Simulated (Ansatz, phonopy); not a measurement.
# Grüneisen parameters and expansion of Mo (Im-3m), part 3 of 3

Aim: how the vibrations of Mo shift with volume, and the expansion that follows.

Ansatz 0.2.0; DFT PBEsol, scalar-relativistic, plane waves, PAW; PAW set soft_1.

So far. Step 9 (Lattice dynamics at this volume, V/V0 0.985): No mode is imaginary beyond numerical noise at the solved wavevectors. Step 10 (A cell at another volume, V/V0 1.03): The run ends at a pressure of -7.82 GPa.

## Step 11: Lattice dynamics at this volume, V/V0 1.03

Phonons at this volume give one point of F(V, T); meshes stay fixed along the series.

input.yaml

```yaml
crystal:
  lattice:
    - [-1.5805479966, 1.5805479966, 1.5805479966]
    - [1.5805479966, -1.5805479966, 1.5805479966]
    - [1.5805479966, 1.5805479966, -1.5805479966]
  atoms:
    - { symbol: Mo, position: [0.0, 0.0, 0.0] }
kpoints:
  mp_grid: { grid: [20, 20, 20] }
hamiltonian:
  xc: pbesol
  pseudopotentials: { kind: paw, azcp: { folder: soft_1 }, xc_functional: pbe }
scf:
  occupations: { method: methfessel_paxton, width: 0.2 }
  lower_state_search: "off"
output:
  eigenvalues: true
phonons:
  method: dfpt
  qmesh: [4, 4, 4]
  temperatures: { t_max: 1000, t_step: 50 }
  qpath:
    path:
      - [[0.0, 0.0, 0.0], [0.5, -0.5, 0.5], [0.0, 0.0, 0.5], [0.0, 0.0, 0.0], [0.25, 0.25, 0.25], [0.5, -0.5, 0.5]]
      - [[0.25, 0.25, 0.25], [0.0, 0.0, 0.5]]
    npoints: 10
```

Launch:

```console
ansatz run input.yaml --threads 8 --pin off --max-ram 16384MiB --backend cpu --events-out ev --progress --plain --runs-dir out
```

Numbers of over 12 decimals in the logs are rounded to 6 here.

Log:

```text
[...]
Crystal: 1 atoms, lattice volume = 15.794 Å³
Basis set: ecut = 420 eV, 321 PW (Γ), exchange–correlation on 40×40×40 points (8 copies of the dense FFT grid, shifted against one another)
Bands: 11, of which v1, the nominal top of the filled ones, is band 7 counted from 1 (6 counted from 0)
Symmetry: 48 space group operations
k-points: 256 of 8000
[...]
k-point 255: bands = [... 3 lower, -14.7509, 15.3070, 15.3070, 24.6353, 24.6353, 24.6353, 29.6272, 29.6272]
[...]
ASR residual: 8.147e-5 → 0.000e0 eV/Å²; symmetrization residual: 1.288e-12 eV/Å²
  ASR residual per site (eV/Å²): 8.15e-5
  Γ frequencies (cm⁻¹): 0.00 0.00 0.00
--- Phonons (arbitrary-q DFPT): 8 irreducible q on the 4×4×4 mesh ---
[...]
interpolated dispersion: 62 rows × 3 modes
[...]
[key lines of the parts left out:]
SCF converged after 8 iterations
Free energy (F): -4897.492701 eV
Fermi energy:    20.708524 eV
```

Run time: 62 s. Hardware: 8 threads of Arm Neoverse V2, shared host; peak memory 3.3 GiB.

No mode is imaginary beyond numerical noise at the solved wavevectors.

## Step 12: Single point at a scaled cell, V/V0 0.97

Symmetry fixes every atom, so a single point at the scaled cell gives the energy and pressure of this member.

input.yaml, the sections that differ from step 11:

```yaml
crystal:
  lattice:
    - [-1.5492417489, 1.5492417489, 1.5492417489]
    - [1.5492417489, -1.5492417489, 1.5492417489]
    - [1.5492417489, 1.5492417489, -1.5492417489]
  atoms:
    - { symbol: Mo, position: [0.0, 0.0, 0.0] }
output:
  forces: true
  stress: true
  eigenvalues: true
# kpoints, hamiltonian, scf: as in step 11
# phonons: removed
```

Log:

```text
[...]
Crystal: 1 atoms, lattice volume = 14.874 Å³
Basis set: ecut = 420 eV, 321 PW (Γ), exchange–correlation on 36×36×36 points (8 copies of the dense FFT grid, shifted against one another)
Bands: 11, of which v1, the nominal top of the filled ones, is band 7 counted from 1 (6 counted from 0)
Symmetry: 48 space group operations
[...]
k-points: 256 of 8000
[...]
--- Band table (eV; the first three rows and the last of 256) ---
  k-point 0: bands = [... 3 lower, -12.1784, 14.7590, 20.7204, 20.7204, 20.7204, 23.9210, 23.9210, 36.9168]
  k-point 1: bands = [... 3 lower, -12.1788, 14.8771, 20.6520, 20.7098, 20.8321, 23.8156, 23.9223, 37.0091]
  k-point 2: bands = [... 3 lower, -12.1799, 15.2163, 20.4596, 20.6649, 21.1636, 23.5709, 23.9300, 37.2465]
  k-point 255: bands = [... 3 lower, -13.3043, 16.3288, 16.3288, 26.4826, 26.4826, 26.4826, 31.5998, 31.5998]
[key lines of the parts left out:]
SCF converged after 6 iterations
Free energy (F): -4897.491461 eV
Fermi energy:    22.212990 eV
P = ⅓ Tr σ = 9.1076 GPa (91.076 kbar)
```

Wall time 0.51 s (8 threads); peak memory 0.3 GiB; 2.4 s of CPU time.

The run ends at a pressure of 9.11 GPa.

## Step 13: Lattice dynamics at this volume, V/V0 0.97

The same q-mesh and k-mesh are kept at every volume, so that much of their error can cancel in the differences.

input.yaml, as its differences from that of step 12:

```diff
@@ -16,4 +16,11 @@
 output:
-  forces: true
-  stress: true
   eigenvalues: true
+phonons:
+  method: dfpt
+  qmesh: [4, 4, 4]
+  temperatures: { t_max: 1000, t_step: 50 }
+  qpath:
+    path:
+      - [[0.0, 0.0, 0.0], [0.5, -0.5, 0.5], [0.0, 0.0, 0.5], [0.0, 0.0, 0.0], [0.25, 0.25, 0.25], [0.5, -0.5, 0.5]]
+      - [[0.25, 0.25, 0.25], [0.0, 0.0, 0.5]]
+    npoints: 10
```

Log:

```text
[...]
Crystal: 1 atoms, lattice volume = 14.874 Å³
Basis set: ecut = 420 eV, 321 PW (Γ), exchange–correlation on 36×36×36 points (8 copies of the dense FFT grid, shifted against one another)
Bands: 11, of which v1, the nominal top of the filled ones, is band 7 counted from 1 (6 counted from 0)
Symmetry: 48 space group operations
k-points: 256 of 8000
[...]
k-point 255: bands = [... 3 lower, -13.3042, 16.3288, 16.3288, 26.4827, 26.4827, 26.4827, 31.5999, 31.5999]
[...]
ASR residual: 6.650e-5 → 0.000e0 eV/Å²; symmetrization residual: 4.547e-13 eV/Å²
  ASR residual per site (eV/Å²): 6.65e-5
  Γ frequencies (cm⁻¹): 0.00 0.00 0.00
--- Phonons (arbitrary-q DFPT): 8 irreducible q on the 4×4×4 mesh ---
[...]
interpolated dispersion: 62 rows × 3 modes
[...]
[key lines of the parts left out:]
SCF converged after 8 iterations
Free energy (F): -4897.491461 eV
Fermi energy:    22.213018 eV
```

The job ended after 58 s (8 threads; peak memory 3.2 GiB; 6.4 min of CPU time).

No mode is imaginary beyond numerical noise at the solved wavevectors.

## Step 14: A cell at another volume, V/V0 1.05

Symmetry fixes every atom, so a single point at the scaled cell gives the energy and pressure of this member.

The cell differs from the one that the last finished run ended in (a 2.683 → 2.755 Å, b 2.683 → 2.755 Å, c 2.683 → 2.755 Å).

input.yaml, the sections that differ from step 13:

```yaml
crystal:
  lattice:
    - [-1.5907125717, 1.5907125717, 1.5907125717]
    - [1.5907125717, -1.5907125717, 1.5907125717]
    - [1.5907125717, 1.5907125717, -1.5907125717]
  atoms:
    - { symbol: Mo, position: [0.0, 0.0, 0.0] }
output:
  forces: true
  stress: true
  eigenvalues: true
# kpoints, hamiltonian, scf: as in step 13
# phonons: removed
```

Log:

```text
[...]
Crystal: 1 atoms, lattice volume = 16.100 Å³
Basis set: ecut = 420 eV, 321 PW (Γ), exchange–correlation on 40×40×40 points (8 copies of the dense FFT grid, shifted against one another)
Bands: 11, of which v1, the nominal top of the filled ones, is band 7 counted from 1 (6 counted from 0)
Symmetry: 48 space group operations
[...]
k-points: 256 of 8000
[...]
--- Band table (eV; the first three rows and the last of 256) ---
  k-point 0: bands = [... 3 lower, -14.3132, 13.0564, 18.9171, 18.9171, 18.9171, 21.8179, 21.8179, 34.8589]
  k-point 1: bands = [... 3 lower, -14.3134, 13.1642, 18.8569, 18.9081, 19.0175, 21.7283, 21.8197, 34.9385]
  k-point 2: bands = [... 3 lower, -14.3141, 13.4758, 18.6870, 18.8688, 19.3151, 21.5172, 21.8282, 35.1375]
  k-point 255: bands = [... 3 lower, -15.2014, 14.9887, 14.9887, 24.0648, 24.0648, 24.0648, 29.0193, 29.0193]
[key lines of the parts left out:]
SCF converged after 6 iterations
Free energy (F): -4897.473287 eV
Fermi energy:    20.244584 eV
P = ⅓ Tr σ = -12.3910 GPa (-123.910 kbar)
```

Run time: 0.49 s. Hardware: 8 threads; peak memory 0.31 GiB; 2.2 s of CPU time.

The run ends at a pressure of -12.39 GPa.

## Step 15: Lattice dynamics at this volume, V/V0 1.05

The same q-mesh and k-mesh are kept at every volume, so that much of their error can cancel in the differences.

input.yaml, as its differences from that of step 14:

```diff
@@ -16,4 +16,11 @@
 output:
-  forces: true
-  stress: true
   eigenvalues: true
+phonons:
+  method: dfpt
+  qmesh: [4, 4, 4]
+  temperatures: { t_max: 1000, t_step: 50 }
+  qpath:
+    path:
+      - [[0.0, 0.0, 0.0], [0.5, -0.5, 0.5], [0.0, 0.0, 0.5], [0.0, 0.0, 0.0], [0.25, 0.25, 0.25], [0.5, -0.5, 0.5]]
+      - [[0.25, 0.25, 0.25], [0.0, 0.0, 0.5]]
+    npoints: 10
```

Log:

```text
[...]
Crystal: 1 atoms, lattice volume = 16.100 Å³
Basis set: ecut = 420 eV, 321 PW (Γ), exchange–correlation on 40×40×40 points (8 copies of the dense FFT grid, shifted against one another)
Bands: 11, of which v1, the nominal top of the filled ones, is band 7 counted from 1 (6 counted from 0)
Symmetry: 48 space group operations
k-points: 256 of 8000
[...]
k-point 255: bands = [... 3 lower, -15.2013, 14.9887, 14.9887, 24.0649, 24.0649, 24.0649, 29.0193, 29.0193]
[...]
ASR residual: 8.224e-5 → 0.000e0 eV/Å²; symmetrization residual: 4.547e-13 eV/Å²
  ASR residual per site (eV/Å²): 8.22e-5
  Γ frequencies (cm⁻¹): 0.00 0.00 0.00
--- Phonons (arbitrary-q DFPT): 8 irreducible q on the 4×4×4 mesh ---
[...]
interpolated dispersion: 62 rows × 3 modes
[...]
[key lines of the parts left out:]
SCF converged after 8 iterations
Free energy (F): -4897.473287 eV
Fermi energy:    20.244612 eV
```

The job ended after 63 s (8 threads; peak memory 3.3 GiB; 6.9 min of CPU time).

No mode is imaginary beyond numerical noise at the solved wavevectors.

## Step 16: How the modes move with volume

This step: DFT PBEsol, scalar-relativistic, plane waves, PAW; PAW set soft_1 (phonopy 4.10.0).

Numbers from this step:

- share of modes with a negative Grüneisen parameter: 0

Mean Grüneisen, by row:

| T (K) | heat-capacity-weighted mean | root mean square |
| --- | --- | --- |
| 50 | 1.492 | 1.544 |
| 100 | 1.594 | 1.647 |
| 200 | 1.628 | 1.681 |
| 300 | 1.636 | 1.688 |
| 500 | 1.639 | 1.691 |
| 800 | 1.641 | 1.693 |

Mean mode Grueneisen parameter against wavenumber:

| wavenumber (cm⁻¹) | mean mode Grueneisen parameter |
| --- | --- |
| 4 | - |
| 13 | - |
| 22 | 1.18 |
| 31 | 1.04 |
| 40 | 1.65 |
| 49 | 1.09 |
| 58 | 1.08 |
| 67 | 1.1 |
| 76 | 1.25 |
| 85 | 1.16 |
| 94 | 1.17 |
| 103 | 1.15 |
| 112 | 1.26 |
| 121 | 1.21 |
| 130 | 1.32 |
| 139 | 1.35 |
| 148 | 1.44 |
| 157 | 1.52 |
| 166 | 1.7 |
| 175 | 1.75 |
| 184 | 1.66 |
| 193 | 1.51 |
| 202 | 1.34 |
| 211 | 1.39 |
| 220 | 1.76 |
| 229 | 1.99 |
| 238 | 2.01 |
| 246 | 1.92 |
| 255 | 2.1 |
| 264 | 2.21 |

Volume series, by row:

| V/V0 | V (Å³/atom) | pressure (GPa) | E - E0 (meV/atom) | gap (eV) | zero-point energy (meV/atom) | lowest on the path (cm⁻¹) | highest at Gamma without the LO-TO term (cm⁻¹) |
| --- | --- | --- | --- | --- | --- | --- | --- |
| 0.97 | 14.87 | 9.108 | 12.81 | 0 | 37.97 | 0 | - |
| 0.985 | 15.1 | 4.381 | 3.138 | 0 | 37.06 | 0 | - |
| 1 | 15.33 | 0.001 | 0 | 0 | 36.14 | 0 | - |
| 1.015 | 15.56 | -4.059 | 2.919 | 0 | 35.23 | 0 | - |
| 1.03 | 15.79 | -7.817 | 11.45 | 0 | 34.32 | 0 | - |
| 1.05 | 16.1 | -12.39 | 30.84 | 0 | 33.11 | 0 | - |

Grüneisen at points, by row:

| point | branch | frequency (cm⁻¹) | mode Grüneisen parameter |
| --- | --- | --- | --- |
| H | 1 | 175.5 | 2.52 |
| N | 1 | 164.5 | 2.18 |
| N | 2 | 198.7 | 0.9 |
| N | 3 | 269.2 | 2.23 |
| P | 1 | 216.6 | 1.66 |

## Step 17: Quasi-harmonic fit by phonopy

Numbers from this step:

| Property | Result |
| --- | --- |
| volume expansion coefficient at 300 K | 15.19 1e-6/K |
| isothermal bulk modulus at 300 K | 272.9 GPa |
| C_P at 300 K | 23.37 J/mol-atom/K |
| Grüneisen parameter at 300 K | 1.66 |

The energy (each curve on its own zero) by volume; values in meV/atom:

| volume (Å³/atom) | static | F at 0 K | F at 300 K | F at 1300 K |
| --- | --- | --- | --- | --- |
| 14.874 | 12.8 | 15.1 | 18.1 | 34.0 |
| 15.104 | 3.14 | 4.56 | 6.4 | 16.4 |
| 15.334 | 0 | 0.5 | 1.23 | 5.01 |
| 15.564 | 2.92 | 2.51 | 2.06 | -0.49 |
| 15.794 | 11.4 | 10.1 | 8.46 | -0.61 |
| 16.100 | 30.8 | 28.3 | 24.9 | 6.9 |

Phonopy-qha, vinet fit of F(V) at each temperature; no electronic free energy. Qha vinet, by row:

| T (K) | fitted volume (Å³/atom) | alpha_V (1e-6/K) | B_T (GPa) | C_P (J/mol-atom/K) | Grueneisen |
| --- | --- | --- | --- | --- | --- |
| 100 | 15.37 | 8.39 | 277.7 | 13.53 | 1.581 |
| 150 | 15.38 | 11.9 | 276.6 | 18.81 | 1.625 |
| 200 | 15.39 | 13.64 | 275.4 | 21.3 | 1.643 |
| 250 | 15.4 | 14.59 | 274.2 | 22.6 | 1.653 |
| 300 | 15.41 | 15.19 | 272.9 | 23.37 | 1.66 |
| 350 | 15.43 | 15.6 | 271.6 | 23.86 | 1.665 |
| 400 | 15.44 | 15.91 | 270.2 | 24.2 | 1.67 |
| 450 | 15.45 | 16.16 | 268.9 | 24.45 | 1.674 |
| 500 | 15.46 | 16.37 | 267.6 | 24.64 | 1.679 |
| 550 | 15.48 | 16.55 | 266.2 | 24.79 | 1.683 |
| 600 | 15.49 | 16.73 | 264.9 | 24.91 | 1.687 |
| 650 | 15.5 | 16.89 | 263.5 | 25.02 | 1.692 |
| 700 | 15.52 | 17.04 | 262.1 | 25.11 | 1.696 |
| 750 | 15.53 | 17.19 | 260.8 | 25.2 | 1.7 |
| 800 | 15.54 | 17.33 | 259.4 | 25.28 | 1.704 |
| 850 | 15.56 | 17.47 | 258 | 25.35 | 1.708 |
| 900 | 15.57 | 17.61 | 256.6 | 25.42 | 1.713 |
| 950 | 15.58 | 17.75 | 255.2 | 25.48 | 1.717 |
| 1000 | 15.6 | 17.9 | 253.8 | 25.55 | 1.721 |
| 1050 | 15.61 | 18.04 | 252.4 | 25.61 | 1.726 |
| 1100 | 15.63 | 18.18 | 251 | 25.67 | 1.73 |
| 1150 | 15.64 | 18.32 | 249.5 | 25.73 | 1.735 |
| 1200 | 15.65 | 18.46 | 248.1 | 25.79 | 1.739 |
| 1250 | 15.67 | 18.61 | 246.7 | 25.85 | 1.744 |

The volume expansion coefficient, phonopy-qha, Vinet by temperature:

| temperature (K) | volume expansion coefficient, phonopy-qha, Vinet (1e-6/K) |
| --- | --- |
| 75 | 5.54 |
| 100 | 8.39 |
| 150 | 11.9 |
| 175 | 12.9 |
| 200 | 13.6 |
| 225 | 14.2 |
| 275 | 14.9 |
| 300 | 15.2 |
| 325 | 15.4 |
| 375 | 15.8 |
| 400 | 15.9 |
| 425 | 16.0 |
| 475 | 16.3 |
| 500 | 16.4 |
| 525 | 16.5 |
| 550 | 16.6 |
| 600 | 16.7 |
| 625 | 16.8 |
| 650 | 16.9 |
| 700 | 17.0 |
| 725 | 17.1 |
| 750 | 17.2 |
| 800 | 17.3 |
| 825 | 17.4 |
| 850 | 17.5 |
| 875 | 17.5 |
| 925 | 17.7 |
| 950 | 17.8 |
| 975 | 17.8 |
| 1025 | 18.0 |
| 1050 | 18.0 |
| 1075 | 18.1 |
| 1125 | 18.2 |
| 1150 | 18.3 |
| 1175 | 18.4 |
| 1200 | 18.5 |
| 1250 | 18.6 |
| 1275 | 18.7 |

The fit gives a volume expansion of 15.2 × 10⁻⁶/K at 300 K.

## Step 18: Results

| Property | Result |
| --- | --- |
| volume expansion coefficient at 300 K | 15.19 1e-6/K |
| isothermal bulk modulus at 300 K | 272.9 GPa |
| C_P at 300 K | 23.37 J/mol-atom/K |
| Grüneisen parameter at 300 K | 1.66 |
| mean mode Grüneisen parameter at 300 K | 1.64 |

In words: Near room temperature Mo expands by 15.2 × 10⁻⁶/K in volume by PBEsol, with C_P = 23.4 J/(mol K) per mole of atoms and B_T = 273 GPa. The q-mesh is coarse, and the expansion can converge slowly with it. C_P at room temperature is 94 % of the classical 3R an atom. The fit leaves out the electrons' free energy, which adds to C_P and to the expansion of a metal at high temperature. The heat-capacity-weighted Grüneisen parameter goes from 1.49 at 50 K to 1.64 at 800 K. Weighting γ by the density of states and each mode's heat capacity at 300 K, modes below 90 cm⁻¹ give about 2 % of the sum of γC that drives the expansion, those up to 180 cm⁻¹ 31 % and the rest 68 %. Among the labelled points γ is largest for branch 1 at H (176 cm⁻¹, 2.5) and smallest for branch 2 at N (199 cm⁻¹, 0.9). The program warned that a few bands missed the eigensolver's threshold in at least one of the runs. The PAW files were made for PBE and are used here under another functional, for which the program regenerates the frozen cores.

[Logs are printed without paths, hosts, clocks, repeated set-up lines and the standing remarks that a program may print on its own settings, such as how far it seeks lower states.]

[Hosts, paths, dates, database ids (printed as entryN), source tags and the programs' standing remarks are cut or masked in the printed files.]

[A step with changed settings may run another functional than the one named; its input shows which.]

[Of the runs on displaced cells, only some may be shown.]
